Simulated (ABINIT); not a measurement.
# Beyond one shot: CsCaBr3 (Pm-3m), part 3 of 3

Aim: iterate the self-energy on CsCaBr3 (Pm-3m) and follow the gap from cycle to cycle.

ABINIT 10.8.3; LDA and many-body steps on it, plane waves. Known limits of the many-body steps: not at the basis limit; no spin-orbit coupling; coarse k mesh.

So far. Step 10 (evGW, cycle 1): Against G0W0 in ABINIT (2×2×2 mesh, 246 bands, screening to 130.6 eV, Godby-Needs plasmon pole), the gap moves by +0.846 eV. Step 13 (evGW, cycle 2): Against the cycle before, the gap moves by +0.049 eV.

**15. Screening, 2×2×2 mesh, 246 bands, screening to 130.6 eV**

This step: RPA screening on LDA from quasiparticle energies, plane waves, norm-conserving pseudopotentials.

Input file run.abi:

```
acell 3*1.0 Angstrom
rprim 
  5.708665730000 0.000000000000 0.000000000000
  0.000000000000 5.708665730000 0.000000000000
  0.000000000000 0.000000000000 5.708665730000
ntypat 3
znucl 55 20 35
natom 5
typat 1 2 3 3 3
xred 
  0.000000000000 0.000000000000 0.000000000000
  0.500000000000 0.500000000000 0.500000000000
  0.500000000000 0.000000000000 0.500000000000
  0.000000000000 0.500000000000 0.500000000000
  0.500000000000 0.500000000000 0.000000000000
pp_dirpath "pseudos"
pseudos "Cs.upf, Ca.upf, Br.upf"
ecut 30
ngkpt 2 2 2
nshiftk 1
shiftk 0 0 0
kptopt 1
chksymbreak 0
istwfk *1
occopt 1
irdwfk 1
optdriver 3
nband 246
ecuteps 4.8
inclvkb 2
awtr 1
symchi 1
irdqps 1
gwcalctyp 10
nqptdm 3
qptdm 
  0.5000000000 0.0000000000 0.0000000000
  0.5000000000 0.5000000000 0.0000000000
  0.5000000000 0.5000000000 0.5000000000
indata_prefix "in"
outdata_prefix "out"
tmpdata_prefix "tmp"
```

Input file mrgscr.stdin:

```
2
merged
q0_SCR
out_SCR
1
```

Started as:

```bash
$ OMP_NUM_THREADS=1 mpirun -n 4 abinit run.abi > log; mrgscr < mrgscr.stdin
```

Numbers of over 12 decimals in the logs are rounded to 6 here.

Output:

```text
.Version 10.8.3 of ABINIT. v10.8.2 released Aug 2026.

 Symmetries : space group Pm -3 m (#221); Bravais cP (primitive cubic)
[... echo of the input left out ...]
== DATASET  1 ==================================================================
-   mpi_nproc: 4, omp_nthreads: 1 (-1 if OMP is not activated)

--- !DatasetInfo
iteration_state: {dtset: 1, }
dimensions: {natom: 5, nkpt: 4, mband: 246, nsppol: 1, nspinor: 1, nspden: 1, mpw: 9952, }
cutoff_energies: {ecut:  30.0, pawecutdg:  -1.0, }
[...]
q-point number  1        q = ( 0.500000, 0.000000, 0.000000) [r.l.u.]
--------------------------------------------------------------------------------
[... chi0 elements left out ...]
  Average fulfillment of the sum rule on Im[epsilon] for q-point    2 :     97.22  [%]

--------------------------------------------------------------------------------
  q-point number  2        q = ( 0.500000, 0.500000, 0.000000) [r.l.u.]
--------------------------------------------------------------------------------
[... chi0 elements left out ...]
  Average fulfillment of the sum rule on Im[epsilon] for q-point    3 :     94.88  [%]

 [... 1 further q-points ...]
```

It took 35 s on 4 MPI ranks of Arm Neoverse V1, shared host; peak memory 1.8 GiB; 2.4 min of CPU time.

Numbers from this step:

```yaml
plasma_frequency: 17.22 eV
plane_waves_in_the_screening_matrix: 619
```

This screening reads the quasiparticle levels of the cycle before.

**16. evGW, cycle 3**

This step: evGW on LDA, plane waves, norm-conserving pseudopotentials.

Edit run.abi of step 15 so:

```diff
@@ -26,12 +26,10 @@
 irdwfk 1
-optdriver 3
+optdriver 4
 nband 246
-ecuteps 4.8
-inclvkb 2
-awtr 1
-symchi 1
-irdqps 1
 gwcalctyp 10
-nqptdm 3
-qptdm 
+ecutsigx 30
+symsigma 1
+nkptgw 4
+kptgw 
+  0.0000000000 0.0000000000 0.0000000000
   0.5000000000 0.0000000000 0.0000000000
@@ -39,2 +37,11 @@
   0.5000000000 0.5000000000 0.5000000000
+bdgw 
+  9 29
+  9 29
+  9 29
+  9 29
+ecuteps 4.8
+irdscr 1
+ppmodel 1
+irdqps 1
 indata_prefix "in"
```

Started as:

```bash
$ OMP_NUM_THREADS=1 mpirun -n 4 abinit run.abi > log
```

Output:

```text
.Version 10.8.3 of ABINIT. v10.8.2 released Aug 2026.

 Symmetries : space group Pm -3 m (#221); Bravais cP (primitive cubic)
[... echo of the input left out ...]
== DATASET  1 ==================================================================
-   mpi_nproc: 4, omp_nthreads: 1 (-1 if OMP is not activated)

--- !DatasetInfo
iteration_state: {dtset: 1, }
dimensions: {natom: 5, nkpt: 4, mband: 246, nsppol: 1, nspinor: 1, nspden: 1, mpw: 9952, }
cutoff_energies: {ecut:  30.0, pawecutdg:  -1.0, }
[...]
.  kptgw no:  2; Maximum DeltaE = (  -0.001  -0.000) for band index: 19
.  kptgw no:  3; Maximum DeltaE = (  -0.002  -0.000) for band index: 21
.  kptgw no:  4; Maximum DeltaE = (  -0.003   0.000) for band index: 13

== END DATASET(S) ==============================================================
================================================================================

 -outvars: echo values of variables after computation  --------
           etotal      0.0000000000E+00
            nband         246
             nkpt           4
          spgroup         221
 [... the other variables as echoed above ...]

 Calculation completed.
```

Run time: 7.9 min. Hardware: 4 MPI ranks; peak memory 2.4 GiB; 32 min of CPU time.

This step gave:

| Item | Value |
| --- | --- |
| quasiparticle gap on the mesh | 7.22 eV |
| gap of the density functional on the mesh | 4.079 eV |
| k of the valence top | 0.5, 0.5, 0.5 |
| k of the conduction bottom | 0, 0, 0 |
| least direct quasiparticle gap on the computed points | 7.466 eV |

Against the cycle before, the gap moves by +0.001 eV.

**17. Side by side**

Times are wall times on 4 MPI ranks of Arm Neoverse V1, shared host, good to a factor of about two. A run's time includes the screening step that it read.

| run | mesh | bands | screening cutoff (eV) | DFT gap (eV) | gap on the mesh (eV) | direct (eV) | ε∞ used | time |
| --- | --- | --- | --- | --- | --- | --- | --- | --- |
| G0W0 | 2×2×2 | 246 | 130.6 | 4.079 | 6.324 | 6.578 | 3.20 | 2.4 min |
| evGW0, cycle 1 | 2×2×2 | 246 | 130.6 | 4.079 | 6.805 | 7.057 | 3.20 | 9.3 min |
| evGW0, cycle 2 | 2×2×2 | 246 | 130.6 | 4.079 | 6.636 | 6.890 | 3.20 | 9.4 min |
| evGW0, cycle 3 | 2×2×2 | 246 | 130.6 | 4.079 | 6.643 | 6.897 | 3.20 | 9.4 min |
| evGW, cycle 1 | 2×2×2 | 246 | 130.6 | 4.079 | 7.170 | 7.416 | 2.59 | 9.3 min |
| evGW, cycle 2 | 2×2×2 | 246 | 130.6 | 4.079 | 7.219 | 7.465 | 2.52 | 9.6 min |
| evGW, cycle 3 | 2×2×2 | 246 | 130.6 | 4.079 | 7.220 | 7.466 | 2.52 | 9.4 min |

**18. Summary of results**

- G0W0: 6.324 eV
- evGW0, cycle 1: 6.805 eV
- evGW0, cycle 2: 6.636 eV
- evGW0, cycle 3: 6.643 eV
- evGW, cycle 1: 7.170 eV
- evGW, cycle 2: 7.219 eV
- evGW, cycle 3: 7.220 eV
- known limits: not at the basis limit; no spin-orbit coupling; coarse k mesh

What this shows: Only the bands that the input lists are updated; the others, empty or deep, keep the functional's energies or take a rigid shift. The evGW loop starts from the last levels of evGW0, so its cycles and time come on top of those. evGW0 ends at 6.64 eV, +0.32 eV from G0W0, after 3 cycles that took 24 min beside the first screening; the last moved the gap by 0.007 eV. evGW ends at 7.22 eV, +0.90 eV from G0W0, after 3 cycles that took 28 min beside the first screening; the last moved the gap by 0.001 eV. The first cycle of evGW0 takes the full correction, without the factor Z, so it overshoots the one-shot value. Bands and cutoff are finite, so the gap is not at the basis limit. The miss can reach some tenths of an eV and take either sign; the mesh is an error of its own. The 2×2×2 mesh is coarse for this cell, which bears on the long-range parts of exchange and screening. This is the ideal cubic cell; many perovskites, halides above all, are cubic only on average, and local tilts or off-centring can widen the gap. In the updated screening the q = 0 part is built from Kohn-Sham bands under a rigid shift, the other q from the quasiparticle levels. The many-body steps are scalar-relativistic: spin-orbit coupling is not in them.

[Paths, hosts, dates, memory and timing lines, banners, echoed tables and standing remarks are left out of the program output.]

[Logs are printed without paths, hosts, clocks, repeated set-up lines and the standing remarks that a program may print on its own settings, such as how far it seeks lower states.]

[Runs of the session that timed out or met a known fault of the program may be left out.]

[Hosts, paths, dates, database ids (printed as entryN), source tags and the programs' standing remarks are cut or masked in the printed files.]

[G0W0 gaps are taken among the corrected bands and points alone; a level outside them can change the order at an edge.]

[Where Ansatz stands beside ABINIT at settings called matched, ABINIT's density can come from a denser mesh and the files from another edition; pairs whose starting gaps differed by over 0.03 eV were left out, so agreement reads better than it is.]
